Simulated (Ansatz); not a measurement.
# A frame of liquid (Cs,Li)F from 1000 K, run at 300 K (112 atoms): a short ab initio trajectory

Wanted: a short trajectory of a frame of liquid (Cs,Li)F from 1000 K, run at 300 K (112 atoms) with its pair distributions.

Method: Kohn-Sham DFT, RPBE, PAW (set soft_2), plane waves, in Ansatz 0.2.0.

## Step 1: The starting structure

The cell holds 112 atoms: 22 Cs, 34 Li and 56 F. Its edges and angles: a = 13.346 Å, b = 13.346 Å, c = 13.346 Å, α = 90.0°, β = 90.0°, γ = 90.0°. 112 atoms (22 Cs, 34 Li, 56 F) placed at random at 2.94 g/cm³, melted at 1600 K for 10 ps at fixed volume with the Lennard-Jones and Coulomb ion parameters for SPC/E (Joung and Cheatham, J. Phys. Chem. B 112, 9020 (2008)), full charges. Snapshot at the end of a hold of 15 ps at 1000 K and zero pressure.

Before any run, some limits are plain. The starting topology of bonds comes from the classical model. The cell was made at 1000 K but the dynamics is set to 300 K: the trajectory isn't one at 1000 K. The ion parameters were fitted for water, not for melts, so the density of this cell may lie well off the real melt's. The Brillouin zone is sampled at Γ only, in a cell whose shortest periodic width is 13 Å. The levels lack spin–orbit coupling, which is large for the heavy elements here.

## Step 2: Single point at the start

A single point comes first, to see the forces before anything moves.

Contents of input.yaml:

```yaml
crystal:
  lattice:
    - [13.34624, 0.0, 0.0]
    - [0.0, 13.34624, 0.0]
    - [0.0, 0.0, 13.34624]
  atoms:
    - { symbol: Cs, position: [0.50696, 0.09783, 0.27736] }
    - { symbol: Cs, position: [0.93906, 0.69585, 0.0541] }
    - { symbol: Cs, position: [0.68465, 0.53488, 0.18269] }
    - { symbol: Cs, position: [0.45034, 0.71833, 0.79793] }
    [... 102 atom lines left out ...]
    - { symbol: F, position: [0.08446, 0.73124, 0.4173] }
    - { symbol: F, position: [0.13686, 0.91541, 0.22633] }
    - { symbol: F, position: [0.84297, 0.89119, 0.87054] }
    - { symbol: F, position: [0.15384, 0.2969, 0.79466] }
    - { symbol: F, position: [0.6227, 0.54535, 0.621] }
    - { symbol: F, position: [0.25781, 0.21596, 0.26118] }
kpoints:
  mp_grid: { grid: [1, 1, 1] }
hamiltonian:
  xc: rpbe
scf:
  occupations: { method: fixed }
output:
  forces: true
```

Started as:

```console
$ ansatz run input.yaml --threads 4 --pin off --max-ram 8192MiB --backend cpu --events-out ev --progress --plain --runs-dir out
```

Wall time 22 s (4 threads of Arm Neoverse V2, shared host); peak memory 2.8 GiB; 86 s of CPU time.

Numbers from this run:

```
free energy            : -177475.4351 eV
free energy per atom   : -1584.6021 eV/atom
SCF cycles             : 9
r.m.s. force component : 0.4568 eV/Å
longest force          : 1.591 eV/Å
Fermi energy           : 0.7472 eV
```

The r.m.s. force component of 0.46 eV/Å sets the starting point.

Length of the force by element:

```
element  coordination  atoms  mean length of the force (eV/Å)  spread   least   most
     Cs           all     22                            0.797   0.349   0.265   1.55
      F           all     56                            0.779   0.351  0.0992   1.59
     Li           all     34                            0.574   0.201   0.162  0.963
```

## Step 3: Dynamics started at 300 K

A Langevin thermostat couples each atom to a heat bath, at the price of damped dynamics. The time step is 1.0 fs.

Changes to input.yaml since step 2:

```diff
@@ -15 +15,8 @@
   forces: true
+md:
+  timestep: 1.0
+  n_steps: 140
+  ensemble: nvt_langevin
+  temperature: 300
+  initial_velocities: maxwell_boltzmann
+  seed: 9046
```

Run time: 36 min. Hardware: 4 threads; peak memory 3.1 GiB.

The program notes that it switched symmetry off.

Rows from the run:

```
time (fs)  T (K)  potential (meV/atom)
      0.0    297                   0.0
      9.0    332                  -4.4
     19.0    456                 -23.0
     28.0    565                 -39.2
     37.0    545                 -41.8
     47.0    497                 -42.0
     56.0    486                 -50.0
     65.0    485                 -56.6
     75.0    429                 -59.3
     84.0    414                 -60.9
     93.0    416                 -63.8
    103.0    412                 -69.5
    112.0    398                 -70.8
    121.0    396                 -71.8
    131.0    408                 -75.7
    140.0    400                 -76.7
```

Mean square displacement from the first frame to the last: Cs 0.070 Å², Li 0.37 Å², F 0.33 Å².

Table of mean square displacement by time lag:

```
time lag (fs)  Cs (Å²)   F (Å²)  Li (Å²)
          1.0   7.5e-6   5.6e-5   1.8e-4
          3.0   6.7e-5   5.1e-4  0.00157
          6.0   2.6e-4  0.00202  0.00622
          9.0   5.9e-4  0.00451   0.0137
         12.0  0.00104  0.00794   0.0237
         15.0  0.00161   0.0123   0.0357
         18.0  0.00229   0.0174   0.0493
         21.0  0.00308   0.0233   0.0638
         24.0  0.00398   0.0298   0.0788
         26.0  0.00463   0.0345   0.0887
         29.0  0.00569   0.0419    0.103
         32.0  0.00685   0.0498    0.117
         35.0  0.00810   0.0580    0.129
         38.0  0.00943   0.0664    0.140
         41.0   0.0108   0.0750    0.150
         44.0   0.0123   0.0837    0.158
         47.0   0.0139   0.0923    0.164
         49.0   0.0150   0.0981    0.168
         52.0   0.0166    0.107    0.174
         55.0   0.0184    0.115    0.179
         58.0   0.0202    0.124    0.184
         61.0   0.0220    0.132    0.189
         64.0   0.0239    0.140    0.195
         67.0   0.0258    0.149    0.201
         70.0   0.0278    0.157    0.208
```

Over the second half of 140 fs the temperature averages 412 K with swings of 13 K r.m.s. From first frame to last Li has the largest mean square displacement, 0.37 Å² at the end; the farthest move is 1.19 Å. The mean temperature of 412 K lies well off the 300 K of the input, so the thermostat hasn't yet brought the run to equilibrium. The count of bonds goes from 269 in the first frame to 273 in the last, by one set of cutoffs: 17 pairs passed out of them and 21 came within. The run spans 0.14 ps, too short for its means to be equilibrium values.

## Step 4: Structure statistics late in the run

The g(r) is a mean over the second half; what follows it is taken at the last frame.

Bonds before and after, by the cutoffs listed below:

```
pair  bonds before  bonds after  mean before (Å)  mean after (Å)  spread before (Å)  spread after (Å)
F-Li           122          124            2.112           1.978              0.135             0.161
F-Cs           147          149            3.135           3.234              0.364             0.354
```

Density 2.95 g/cm³, 21.23 Å³ an atom.

Mean of 16 frames. g(r), total and by pair (bins of 0.2 Å):

```
r (Å)  total   F-F  F-Li  F-Cs  Li-Li  Li-Cs  Cs-Cs
 1.60   0.11  0.00  0.37  0.00   0.00   0.00   0.00
 1.80   1.86  0.00  6.14  0.00   0.00   0.00   0.00
 2.00   2.11  0.00  6.95  0.00   0.00   0.00   0.00
 2.20   0.64  0.00  2.11  0.00   0.00   0.00   0.00
 2.40   0.25  0.00  0.58  0.04   0.68   0.00   0.00
 2.60   0.43  0.19  0.34  0.42   2.17   0.00   0.00
 2.80   1.02  1.36  0.18  2.08   2.36   0.00   0.00
 3.00   1.32  1.95  0.23  2.99   1.90   0.04   0.00
 3.20   1.37  2.33  0.36  2.29   1.80   0.52   0.00
 3.40   1.23  1.94  0.41  1.24   2.20   1.36   0.33
 3.60   1.12  1.32  0.53  1.05   1.43   2.02   1.22
 3.80   1.02  0.84  0.89  0.87   1.08   1.55   2.04
 4.00   0.92  0.45  1.05  0.55   0.49   2.21   1.90
 4.20   0.91  0.69  1.23  0.44   0.48   1.30   2.01
 4.40   0.93  0.77  1.33  0.44   0.35   1.24   1.84
 4.60   0.94  0.81  1.29  0.61   0.40   1.23   1.07
 4.80   0.95  0.87  1.06  0.86   0.44   1.23   1.38
 5.00   0.89  0.81  1.00  0.97   0.70   0.93   0.39
 5.20   1.04  0.96  1.00  1.41   1.15   0.77   0.48
 5.40   0.98  0.94  0.81  1.45   1.15   0.63   0.90
 5.60   0.93  1.01  0.88  1.09   1.00   0.62   0.61
 5.80   1.06  1.25  0.91  1.23   1.18   0.78   0.90
 6.00   1.00  1.14  0.80  1.27   0.83   0.95   0.82
 6.20   0.98  1.10  0.94  0.94   0.97   0.90   0.99
 6.40   1.02  1.14  0.94  0.98   0.94   1.08   1.01
 6.60   1.08  0.96  1.01  1.15   1.16   1.34   0.97
```

Bonds by pair of elements; cutoffs follow the first minimum of g(r), held within bounds set by covalent radii, and pairs that aren't listed don't count as bonded:

```
pair A-B  cutoff (Å)  bonds  mean length (Å)  spread (Å)  shortest (Å)  B about A  A about B
    F-Li        2.46    124             1.98       0.161          1.67       2.21       3.65
    F-Cs           4    149             3.23       0.354          2.58       2.66       6.77
```

How many atoms have how many bonded neighbours:

```
element  mean   3   4   5   6  7  8  9
     Cs  6.77   0   0   3   6  7  5  1
      F  4.88   2  17  23  14  0  0  0
     Li  3.65  12  22   0   0  0  0  0
```

Bond angles (no mean is given where the spread exceeds 20°):

```
  angle  count  mean (°)  spread (°)
Cs-F-Li    281         -           -
Cs-F-Cs    168         -           -
 F-Li-F    168       110        16.4
Li-F-Li     99         -           -
```

Bond length by coordination (bonds to H left out):

```
element  coordination  atoms  mean bond length (Å)
     Cs             5      3                  3.08
     Cs             6      6                  3.19
     Cs             7      7                  3.23
     Cs             8      5                  3.29
     Cs             9      1                  3.45
      F             3      2                  2.28
      F             4     17                  2.47
      F             5     23                  2.61
      F             6     14                  2.92
     Li             3     12                  1.91
     Li             4     22                  2.00
```

First main peaks of g(r), for some of the pairs, lie near 3.2 Å (F-F), 1.9 Å (F-Li) and 3.0 Å (F-Cs). Counting bonds as in the table, 32 % of Cs atoms have 7, 41 % of F atoms have 5 and 65 % of Li atoms have 4 bonded neighbours.

## Step 5: Single point at the last frame

The last frame is solved once more, with the analyses that the dynamics left out.

Contents of input.yaml:

```yaml
crystal:
  lattice:
    - [13.34624, 0.0, 0.0]
    - [0.0, 13.34624, 0.0]
    - [0.0, 0.0, 13.34624]
  atoms:
    - { symbol: Cs, position: [0.50319, 0.09376, 0.26808] }
    - { symbol: Cs, position: [0.92822, 0.70754, 0.04188] }
    - { symbol: Cs, position: [0.7045, 0.54041, 0.17854] }
    - { symbol: Cs, position: [0.46522, 0.73329, 0.76411] }
    [... 102 atom lines left out ...]
    - { symbol: F, position: [0.08519, 0.70259, 0.39549] }
    - { symbol: F, position: [0.09309, 0.86902, 0.19525] }
    - { symbol: F, position: [0.8922, 0.90307, 0.89575] }
    - { symbol: F, position: [0.11936, 0.31957, 0.78875] }
    - { symbol: F, position: [0.64041, 0.57953, 0.6062] }
    - { symbol: F, position: [0.20412, 0.26586, 0.22689] }
kpoints:
  mp_grid: { grid: [1, 1, 1] }
hamiltonian:
  xc: rpbe
scf:
  occupations: { method: fixed }
output:
  forces: true
  stress: true
  populations: true
  dos:
    method: { smearing: { sigma: 0.1 } }
    de: 0.1
    projected: { site_lists: { Cs: [Cs], F: [F], Li: [Li] } }
  eigenvalues: true
  write_density: true
  write_potential: true
  volumetric_format: npy
  elf: true
```

The job ended after 43 s (4 threads; peak memory 3.1 GiB; 2.8 min of CPU time).

The program notes that the exchange-correlation potential is rough where the density is thin.

The run gave:

- free energy: -177484.0202 eV
- free energy per atom: -1584.6788 eV/atom
- SCF cycles: 9
- pressure: 0.4268 GPa
- r.m.s. force component: 0.3509 eV/Å
- longest force: 1.665 eV/Å
- Fermi energy: 0.6266 eV
- gap (highest filled to lowest empty level): 4.816 eV
- spilling of the projection: 0.006136

Neighbours are counted within 2.46 Å (F-Li), 4.00 Å (F-Cs), the cutoffs taken from the dynamics.

Length of the force by element and coordination:

```
element  coordination  atoms  mean length of the force (eV/Å)  spread  least   most
     Cs           all     22                            0.469   0.206  0.183  0.981
     Cs             5      3                            0.391   0.171  0.206  0.618
     Cs             6      6                            0.491   0.160  0.279  0.699
     Cs             7      7                            0.489   0.271  0.183  0.981
     Cs             8      5                            0.416   0.131  0.256  0.594
     Cs             9      1                            0.691       0  0.691  0.691
      F           all     56                            0.566   0.272  0.172   1.67
      F             3      2                             1.11   0.557  0.550   1.67
      F             4     17                            0.572   0.161  0.330   1.02
      F             5     23                            0.557   0.290  0.172   1.26
      F             6     14                            0.496   0.188  0.178  0.820
     Li           all     34                            0.580   0.249  0.164   1.30
     Li             3     12                            0.590   0.229  0.164  0.928
     Li             4     22                            0.575   0.258  0.199   1.30
```

Löwdin charges by element and coordination (they lack the spilled electrons, 0.038 e an atom on average):

```
element  coordination  atoms  mean charge (e)  spread   least    most
     Cs           all     22            0.938  0.0085   0.925   0.951
     Cs             5      3            0.933  0.0058   0.926   0.941
     Cs             6      6            0.932  0.0075   0.925   0.943
     Cs             7      7            0.936  0.0065   0.927   0.944
     Cs             8      5            0.947  0.0037   0.941   0.951
     Cs             9      1            0.947       0   0.947   0.947
      F           all     56           -0.776  0.0097  -0.799  -0.749
      F             3      2           -0.774  0.0035  -0.778  -0.771
      F             4     17           -0.777  0.0072  -0.790  -0.761
      F             5     23           -0.773  0.0099  -0.790  -0.749
      F             6     14           -0.781  0.0105  -0.799  -0.763
     Li           all     34            0.797  0.0122   0.767   0.831
     Li             3     12            0.804  0.0123   0.786   0.831
     Li             4     22            0.792  0.0097   0.767   0.807
```

States in the cell by windows of 1 eV, zero at the Fermi level; the larger projections on atomic orbitals stand beside the total:

```
from (eV)  to (eV)  total    F p  Cs p
      -10       -8    0.0    0.0   0.0
       -8       -7    0.2    0.0   0.2
       -7       -6   69.3    1.8  66.6
       -6       -5   62.4    2.1  59.7
       -5       -3    0.0    0.0   0.0
       -3       -2   44.3   42.1   0.3
       -2       -1  149.3  143.2   1.5
       -1        0  141.5  136.7   2.1
        0        1    0.9    0.9   0.0
        1        4    0.0    0.0   0.0
        4        5    2.0    0.0   0.0
```

With fixed occupations the program's Fermi level is the highest filled level; weight inside the gap is the broadening of levels at its edges.

Between -26 and -10 eV lie 156 more states.

The stored curve holds about 624 of the 692 electrons; the rest, give or take the few that broadening carries across the Fermi level, lie in deeper levels below its range.

The levels nearest the highest filled one (over half full), pooled over k-points and spins:

```
level less the highest filled one (eV)  occupation
                                -0.230           2
                                -0.168           2
                                -0.154           2
                                -0.140           2
                               -0.0399           2
                                     0           2
                                  4.82           0
                                  5.46           0
                                  5.57           0
                                  5.76           0
                                  5.83           0
                                  5.99           0
```

Mean Löwdin charges: Cs +0.94, F -0.78, Li +0.80 e (they miss 0.61 % of the electrons, so they add up to more than the cell's charge).

## Step 6: Outcome

| Item | Value |
| --- | --- |
| mean temperature, second half | 412.3 K |
| temperature swing, second half | 12.75 K |
| free energy per atom | -1584.6788 eV/atom |
| pressure | 0.4268 GPa |
| r.m.s. force component | 0.3509 eV/Å |
| gap (highest filled to lowest empty level) | 4.816 eV |
| wall time of the 3 DFT runs | 37 min |

**Reading.** Over the second half of 140 fs the temperature averages 412 K with swings of 13 K r.m.s. The mean temperature of 412 K lies well off the 300 K of the input, so the thermostat hasn't yet brought the run to equilibrium. The count of bonds goes from 269 in the first frame to 273 in the last, by one set of cutoffs: 17 pairs passed out of them and 21 came within. The run spans 0.14 ps, too short for its means to be equilibrium values. Counting bonds as in the table, 32 % of Cs atoms have 7, 41 % of F atoms have 5 and 65 % of Li atoms have 4 bonded neighbours. The highest filled and lowest empty levels differ by 4.82 eV (at Γ alone); a semilocal functional tends to put such gaps too low. In a disordered cell it changes from sample to sample and from frame to frame.

Caveats: The network of bonds at the start is that of the classical potential that made the cell; in DFT 17 of its 269 bonded pairs passed out of the cutoffs and 21 came within them. The pressure of a single frame lacks the kinetic term, about 0.27 GPa here.

[Logs are printed without paths, hosts, clocks, repeated set-up lines and the standing remarks that a program may print on its own settings, such as how far it seeks lower states.]

[Hosts, paths, dates, database ids (printed as entryN), source tags and the programs' standing remarks are cut or masked in the printed files.]
